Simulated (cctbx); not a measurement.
# Diagnosing a refinement

Cell a = 3.8120 Å, b = 15.0620 Å, c = 10.4000 Å, α = 90.00°, β = 90.00°, γ = 90.00°; space group Cmcm (no. 63).

The data are simulated with cctbx, not measured: Cu Kα, λ = 1.54184 Å, to d = 0.8 Å, 80 % of the full sphere, strongest reflection 20000 counts, noise from counting, a 1.5 % proportional error and a noise floor of 4 counts (s.d.); no absorption.

An isotropic refinement with weights 1/σ² prints:

```text
Rint 0.022, 370 unique reflections to 0.80 A
cycle     R1     wR2    GooF  max shift (A)
   1  0.0294  0.0676   3.606   0.19068
  12  0.0081  0.0176   0.939   0.00944
final R1 0.0081 wR2 0.0176 GooF 0.939  parameters 14  data/parameter 26.4
atom        x        y        z      Ueq    occ   su(xyz)  su(Uiso or U11)
Bi1    0.00000  0.00000  0.00000   0.0146  1.000  0.00000  0.0001
Te1    0.50000  0.44257  0.25000   0.0210  1.000  0.00003  0.0001
Te2    0.00000  0.37452  0.94772   0.0165  1.000  0.00002  0.0001
Zn1    0.50000  0.03967  0.25000   0.0268  1.000  0.00006  0.0002
Li1    0.00000  0.26110  0.25000   0.0460  1.000  0.00100  0.0033
Li2    0.70272  0.63688  0.57511   1.0000  1.000  0.05936  0.1492
difference map: max 0.54 min -0.46 rms 0.14
Q1    0.0000  0.1731  0.1958    8    0.56  1.44 A from Li1
Q2    0.2619  0.0194  0.2500    8    0.53  0.96 A from Zn1
Q3    0.2500  0.0500  0.7500    8    0.43  0.96 A from Te1
Q4    0.0000  0.0853  0.1052    8    0.41  1.69 A from Bi1
Q5    0.1579  0.0412  0.0424   16    0.41  0.97 A from Bi1
Q6    0.0000  0.4599  0.6954    8    0.41  0.57 A from Zn1
```

Q: Accept it or mend it, and why?

Mend it. The fault: spurious atom: Li2. Against the right model at the same level, R1 goes from 0.0080 to 0.0081 and GooF from 0.91 to 0.94 and Li2 takes U = the program's ceiling. A site with no density behind it hides by a very large U or drifts. The fit had not settled when the cycles ran out.

The compound is LiZnBiTe3. The right model at the same level gives:

```text
Rint 0.022, 370 unique reflections to 0.80 A
cycle     R1     wR2    GooF  max shift (A)
   1  0.0981  0.2156  11.434   0.04818
   3  0.0080  0.0172   0.912   0.00000
final R1 0.0080 wR2 0.0172 GooF 0.912  parameters 10  data/parameter 37.0
atom        x        y        z      Ueq    occ   su(xyz)  su(Uiso or U11)
Bi1    0.00000  0.00000  0.00000   0.0146  1.000  0.00000  0.0001
Te1    0.50000  0.44257  0.25000   0.0210  1.000  0.00002  0.0001
Te2    0.00000  0.37452  0.94773   0.0165  1.000  0.00002  0.0001
Zn1    0.50000  0.03966  0.25000   0.0268  1.000  0.00006  0.0002
Li1    0.00000  0.26128  0.25000   0.0460  1.000  0.00097  0.0032
difference map: max 0.49 min -0.48 rms 0.13
Q1    0.0000  0.1723  0.1955    8    0.52  1.45 A from Li1
Q2    0.0000  0.1222  0.7059    8    0.48  1.08 A from Te1
Q3    0.0000  0.1204  0.5323    8    0.44  1.84 A from Bi1
Q4    0.2614  0.0195  0.2500    8    0.44  0.96 A from Zn1
Q5    0.0000  0.0867  0.1043    8    0.41  1.70 A from Bi1
Q6    0.1642  0.0801  0.6140   16    0.39  1.58 A from Te1
```

Isotropic U is held between 0.0001 and 1 Å² by the program, and listed peak heights are interpolated, so they can pass the grid's maximum.

This is a model crystal, built by substitution and not relaxed, with assumed displacement parameters.

[Middle refinement cycles are left out of these outputs.]

[Logs are printed without paths, hosts, clocks, repeated set-up lines and the standing remarks that a program may print on its own settings, such as how far it seeks lower states.]
